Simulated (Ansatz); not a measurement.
# Cs2SrSi2, from a guessed structure to a relaxed one, part 2 of 2

Starting from a made-up structure for Cs2SrSi2, the aim is the relaxed cell, its shortest contacts and, where a second run follows, its electronic structure.

Ansatz 0.2.0; DFT, PBEsol, plane-wave PAW, default files, scalar-relativistic, no spin, cell and ions relaxed at zero pressure (the session's first sound run).

So far: The structure; Relaxation of the guess. The relaxed cell has a = 4.800, c = 15.597 Å (conventional setting).

## (3) Bands of the relaxed cell

With the geometry fixed, one more self-consistent run, with a narrower smearing and the mesh shown in its input, gives the bands, and its pressure, and its forces where symmetry allows any, show how far the geometry depends on these settings.

This step: DFT, PBEsol, plane-wave PAW, default files, scalar-relativistic, no spin, bands and density of states at the relaxed cell (Ansatz 0.2.0).

input.yaml

```yaml
crystal:
  lattice:
    - [-2.4000453382, 2.4000453382, 7.7987361896]
    - [2.4000453382, -2.4000453382, 7.7987361896]
    - [2.4000453382, 2.4000453382, -7.7987361896]
  atoms:
    - { symbol: Cs, position: [0.25, 0.75, 0.5] }
    - { symbol: Cs, position: [0.75, 0.25, 0.5] }
    - { symbol: Sr, position: [0.0, 0.0, 0.0] }
    - { symbol: Si, position: [0.5719756818, 0.5719756818, 0.0] }
    - { symbol: Si, position: [0.4280243182, 0.4280243182, 0.0] }
kpoints:
  mp_grid: { grid: [10, 10, 10] }
  band_path:
    path:
      - [[0.0, 0.0, 0.0], [-0.5, 0.5, 0.0], [-0.5, 0.5, -0.04735441], [-0.27367721, 0.27367721, -0.27367721], [0.0, 0.0, 0.0], [0.5, 0.5, -0.5], [0.27367721, 0.72632279, -0.72632279], [0.0, 0.5, -0.5], [-0.25, 0.75, -0.25], [0.04735441, 0.95264559, -0.5], [0.5, 0.5, -0.5]]
      - [[-0.5, 0.5, 0.0], [-0.25, 0.75, -0.25]]
    npoints: 7
scf:
  occupations: { method: fermi_dirac, width: 0.03 }
  n_extra_bands: 9
hamiltonian:
  xc: pbesol
  pseudopotentials: { kind: paw }
output:
  forces: true
  stress: true
  write_bands: true
  dos: { projected: true }
  write_density: true
  write_potential: true
  elf: true
  volumetric_format: npy
```

Launch:

```
$ ansatz run input.yaml --threads 4 --pin off --max-ram 8192MiB --backend cpu --events-out ev --progress --plain --runs-dir out
```

Numbers of over 12 decimals in the logs are rounded to 6 here.

The log of the run:

```text
basis.fft_grid_basis auto: the FFT boxes are laid along the combinations [[1, -1, 0], [0, 1, 0], [1, 0, 1]] of the cell's own vectors, 6.788, 8.505 and 4.800 Å long. The dense box has 48×60×36 points. Along the cell's own vectors, as sized, it would have 60×60×60, 2.08 times as many. Of the 16 symmetry operations that the crystal satisfies within crystal.symmetry.tolerance (time reversal apart; of a slab, those that  [...]
[...]
Crystal: 5 atoms, lattice volume = 179.690 Å³
Basis set: ecut = 420 eV, 3487 PW (Γ), FFT grids on a1−a2, a2, a1+a3, exchange–correlation on 96×120×72 points (8 copies of the dense FFT grid, shifted against one another)
Bands: 27, of which v1, the nominal top of the filled ones, is band 18 counted from 1 (17 counted from 0)
Symmetry: 16 space group operations
[...]
k-points: 102 of 1000
[...]
SCF iter   1: F=—  HF=-15906.206717 eV  |F-HF|=—  |Δ(HF+E_count)|=         —  Δρ=3.65e-3  dr2=6.77e-2  ethr=1.77e-3  ⟨swp⟩=11.0  Hψ=18647  notcnv=0  defer=24
[...]
SCF iter   7: F=-15906.190795 eV  HF=-15906.190795 eV  |F-HF|=1.29e-8  |Δ(HF+E_count)|=   3.05e-8  Δρ=1.50e-6  dr2=1.84e-8  ethr=2.78e-10  ⟨swp⟩=16.2  Hψ=22029  notcnv=0
SCF 1 converged in 7 iterations: F = -15906.190795 eV  dr2 = 1.84e-8
[...]
NSCF: frozen V_eff on 79 k-points
SCF converged after 7 iterations
Free energy (F): -15906.190795 eV
[...]
Internal energy: -15906.181338 eV  (E = F + TS)
E sigma→0 (E₀):  -15906.186066 eV
Entropy (-TS):   -0.009457 eV (-1.891 meV/atom)
Fermi energy:    6.684429 eV
[...]
--- Forces (eV/Å), atoms counted from 1 ---
  atom   1  Cs     0.00000000    -0.00000000     0.00000000
  atom   2  Cs    -0.00000000     0.00000000     0.00000000
  atom   3  Sr     0.00000000    -0.00000000    -0.00000000
  atom   4  Si     0.00000000    -0.00000000     0.00597961
  atom   5  Si     0.00000000    -0.00000000    -0.00597961
  max |Σ_I F_I| component: 3.47e-18 eV/Å
--- Stress (GPa, compression-positive) ---
       -0.027131      -0.000000       0.000000
       -0.000000      -0.027131       0.000000
        0.000000       0.000000       0.038695
  P = ⅓ Tr σ = -0.0052 GPa (-0.052 kbar)
--- Band table (eV; the first three rows and the last of 102) ---
  k-point 0: bands = [... 14 lower, 4.5305, 5.6516, 5.6516, 5.9282, 7.4791, 7.7503, 7.7503, 7.9427, ... 5 higher]
  k-point 1: bands = [... 14 lower, 4.6134, 5.2224, 5.5284, 6.1842, 7.4682, 7.8032, 7.8901, 7.9464, ... 5 higher]
  k-point 2: bands = [... 14 lower, 4.4371, 5.0078, 5.2854, 6.9031, 6.9286, 7.5642, 7.8253, 8.3058, ... 5 higher]
  k-point 101: bands = [... 14 lower, 4.9441, 5.9163, 5.9163, 6.3755, 6.8620, 6.8620, 7.2654, 7.6926, ... 5 higher]
```

It took 12 s on 4 threads of Arm Neoverse V1, shared host; peak memory 0.76 GiB.

In the SCF lines HF is the Harris–Foulkes energy and dr2 the Hartree energy of the density residual, in eV; the loop may stop once dr2 is under the threshold and the program's other checks hold. Hψ counts applications of the Hamiltonian.

This step gave:

* free energy: -15906.1908 eV
* energy at zero smearing: -15906.1861 eV
* smearing term TS: 0.009457 eV
* Fermi energy: 6.684 eV
* pressure: -0.005189 GPa

From bands.tsv, the bands that come nearest the Fermi level along the path, at its corners, in eV from the Fermi level:

```tsv
point	band 15	band 16	band 17	band 18	band 19	band 20	band 21	band 22
Γ	-2.15	-1.03	-1.03	-0.76	0.79	1.07	1.07	1.26
X	-2.13	-1.79	-1.67	-0.72	0.08	0.42	0.88	2.45
Y	-2.11	-1.83	-1.64	-0.71	0.09	0.46	0.95	2.55
S	-2.80	-1.34	-1.24	-0.32	1.07	1.18	2.09	2.25
Γ	-2.15	-1.03	-1.03	-0.76	0.79	1.07	1.07	1.26
Z	-1.74	-0.77	-0.77	-0.31	0.18	0.18	0.58	1.01
S1	-2.80	-1.34	-1.24	-0.32	1.07	1.18	2.09	2.25
N	-2.83	-1.39	-1.26	-0.27	1.10	1.36	1.91	2.17
P	-1.99	-1.99	-1.63	-0.31	-0.31	0.06	1.45	2.56
Y1	-2.11	-1.83	-1.64	-0.71	0.09	0.46	0.95	2.55
Z	-1.74	-0.77	-0.77	-0.31	0.18	0.18	0.58	1.01
X	-2.13	-1.79	-1.67	-0.72	0.08	0.42	0.88	2.45
P	-1.99	-1.99	-1.63	-0.31	-0.31	0.06	1.45	2.56
```

States per cell as run, both spins, in windows of 1 eV, from dos.tsv (zero at the Fermi level):

```csv
from,to,total
-8,-7,0.00
-7,-6,0.00
-6,-5,0.37
-5,-4,1.63
-4,-3,0.00
-3,-2,1.71
-2,-1,4.21
-1,0,2.07
0,1,3.62
1,2,3.28
2,3,4.54
```

Below -8 eV lie 26.0 more states.

ELF in the ab plane of the cell as run, not the conventional one, at fractional z = 0.000, with atoms of Sr and Si within 0.2 Å of it. It is the smooth field of the valence electrons, not physical close to the nuclei.

Ten even steps from '_' (0.04) to '@' (0.88), each cell a mean:
```
::++@@##..__....__________________________++@@##
%%##@@@@==__..::::__________________________++@@
%%@@@@@@++____--==--..________________..______++
--**####==____--****++--..______________..______
__..::--..__..--##%%%%##++::..____________..____
____________..==##%%@@@@%%##==..________________
....::::::::--++**%%%%@@@@@@%%**::______________
__..--==++++++**##########@@@@@@**::____________
____::++##########%%%%++==**%%@@@@**..__________
____..==##%%%%%%%%%%%%##--++**%%@@%%==__________
______::**@@@@%%####@@@@**--++**@@@@##::________
________==%%@@%%++==##@@@@**--==%%@@@@++..______
________..**@@@@**==--**@@@@##++##@@@@##::______
__________--%%@@%%**++--##@@%%####%%@@%%++..____
__________..++@@@@%%**====##%%%%##%%%%%%**--____
____________::**@@@@%%**++##%%####********==..__
____________..--**@@@@@@%%%%%%##**++==------::..
______________..::++%%@@@@@@%%##++--....____....
__________________..--**%%@@%%##++::____..______
______..______________..==**####++..__..==++==..
--______..________________::==++==..__::##@@%%##
%%++________________________..::--..__::##@@@@@@
##@@++__________________________....__..**@@##==
..##%%--____..____________________..____--%%%%::
```
Columns run along a (8.5 Å), rows up along b (8.5 Å). Atoms in or near the plane, at fractional coordinates: Sr at (0.00, 0.00), Si at (0.57, 0.57), Si at (0.43, 0.43).

Electrostatic potential energy in the ab plane of the cell as run, not the conventional one, at fractional z = 0.000, with atoms of Sr and Si within 0.2 Å of it. With pseudopotentials it is smooth inside the atoms' cores, unlike the true potential.

Ten even steps from '_' (-59 eV) to '@' (9 eV), each cell a mean:
```
____..##%%@@@@@@@@@@@@@@@@@@@@@@@@@@@@@@@@%%==__
______++%%@@@@@@@@@@@@@@@@@@@@@@@@@@@@@@@@@@%%==
**----**%%@@@@@@@@@@@@@@@@@@@@@@@@@@@@@@@@@@@@%%
%%######%%@@@@@@@@@@@@@@@@@@@@@@@@@@@@@@@@@@@@@@
@@@@%%%%%%@@@@@@@@@@@@@@@@@@@@@@@@@@@@@@@@@@@@@@
@@@@@@@@@@@@@@@@@@@@@@@@@@@@@@@@@@@@@@@@@@@@@@@@
@@@@@@@@@@@@@@@@@@@@%%%%%%@@@@@@@@@@@@@@@@@@@@@@
@@@@@@@@@@@@@@@@@@@@##++==**%%@@@@@@@@@@@@@@@@@@
@@@@@@@@@@@@@@@@@@@@%%==..::++%%@@@@@@@@@@@@@@@@
@@@@@@@@@@@@@@%%%%@@%%**..__..++%%@@@@@@@@@@@@@@
@@@@@@@@@@@@%%##**##%%%%==____::**@@@@@@@@@@@@@@
@@@@@@@@@@@@%%**----++%%##==....==%%@@@@@@@@@@@@
@@@@@@@@@@@@@@##--__..==%%%%**==++%%@@@@@@@@@@@@
@@@@@@@@@@@@@@%%++..__..++%%%%%%##%%@@@@@@@@@@@@
@@@@@@@@@@@@@@@@%%==..__--##@@@@@@@@@@@@@@@@@@@@
@@@@@@@@@@@@@@@@@@%%++----**%%@@@@@@@@@@@@@@@@@@
@@@@@@@@@@@@@@@@@@@@%%##**##%%@@@@@@@@@@@@@@@@@@
@@@@@@@@@@@@@@@@@@@@@@@@%%%%@@@@@@@@@@@@@@@@@@@@
@@@@@@@@@@@@@@@@@@@@@@@@@@@@@@@@@@@@@@@@@@@@@@@@
@@@@@@@@@@@@@@@@@@@@@@@@@@@@@@@@@@@@@@%%%%%%%%%%
%%@@@@@@@@@@@@@@@@@@@@@@@@@@@@@@@@@@@@%%##**++##
++%%@@@@@@@@@@@@@@@@@@@@@@@@@@@@@@@@@@%%##--__..
__==%%@@@@@@@@@@@@@@@@@@@@@@@@@@@@@@@@@@##--____
____++%%@@@@@@@@@@@@@@@@@@@@@@@@@@@@@@@@%%**____
```
Columns run along a (8.5 Å; values clipped at the 3rd and 97th percentile), rows up along b (8.5 Å). Atoms in or near the plane, at fractional coordinates: Sr at (0.00, 0.00), Si at (0.57, 0.57), Si at (0.43, 0.43).

Valence density in the ab plane of the cell as run, not the conventional one, at fractional z = 0.000, with atoms of Sr and Si within 0.2 Å of it. It is the smooth field of the valence electrons, not physical close to the nuclei.

Ten steps, logarithmic in the rise over the least value, from '_' (0.0 e/Å³) to '@' (2.6 e/Å³), each cell a mean:
```
@@@@@@**--..______....::--::::..________..++%%@@
@@@@@@%%++::..........::::::::....________::++%%
##%%@@##++--............::::::....__________::++
==**##**++--::::::::::::::........____________..
..::====----::::--------::::......______________
__....::::::::::--========--::....______________
____....::::::----==++++++====::....____________
____..::::------====++++++++++==--............__
..__..::::--======++++++====++++==::............
......::--====++++++++**==::==++++==::....::::::
::......::==++++++++******--::==++==--::..::::::
--::....::--++++++++********====++++==::::::::--
--::::..::--==++++--==********++++++==--::..::::
::::::::..::--++++==::==****++++++++==--::......
..::::......::==++++==--++++++++======--::......
__............--==++++++++++++====------::....__
______....__..::--==++++++++++==----::::::....__
______________....::--==++++====--::::::::....__
________________....::----====----::::------::..
..____________........::::::--::::::::--++++++--
==::__________......::......::::::..::==**##%%**
%%++::__________..::::::..............==##@@@@@@
@@%%++::________..::::::::....______..::**%%@@@@
@@@@%%==..________..::----::....______..==##@@@@
```
Columns run along a (8.5 Å), rows up along b (8.5 Å). Atoms in or near the plane, at fractional coordinates: Sr at (0.00, 0.00), Si at (0.57, 0.57), Si at (0.43, 0.43).

## (4) What came out

- space group, relaxed: I4/mmm
- conventional cell: a = 4.800, b = 4.800, c = 15.597 Å; α = 90.0°, β = 90.0°, γ = 90.0°
- volume per atom: 35.94 Å³ (guess 43.73)

**Reading.** Cs2SrSi2 relaxes to I4/mmm with a = 4.800, b = 4.800 and c = 15.597 Å. The guessed volume was 22 % too large. The space group I4/mmm was held in the relaxation, so the end point is a stationary structure within it and may be a saddle against distortions or other arrangements. Bands cross the Fermi level, so it is a metal or semimetal at this level. On the 10×10×10 mesh with the narrower smearing (relaxed on 7×7×7) the largest force component is 0.006 eV/Å and the largest stress component is 0.039 GPa, within the relaxation's thresholds of 0.015 eV/Å and 0.05 GPa. The cutoff wasn't tested. Spin-orbit coupling is left out, which can matter for elements this heavy. No dispersion term is used, so weakly bound directions may come out too long. Nothing here tests whether the compound is stable against decomposition.

[Logs are printed without paths, hosts, clocks, repeated set-up lines and the standing remarks that a program may print on its own settings, such as how far it seeks lower states.]

[Hosts, paths, dates, database ids (printed as entryN), source tags and the programs' standing remarks are cut or masked in the printed files.]
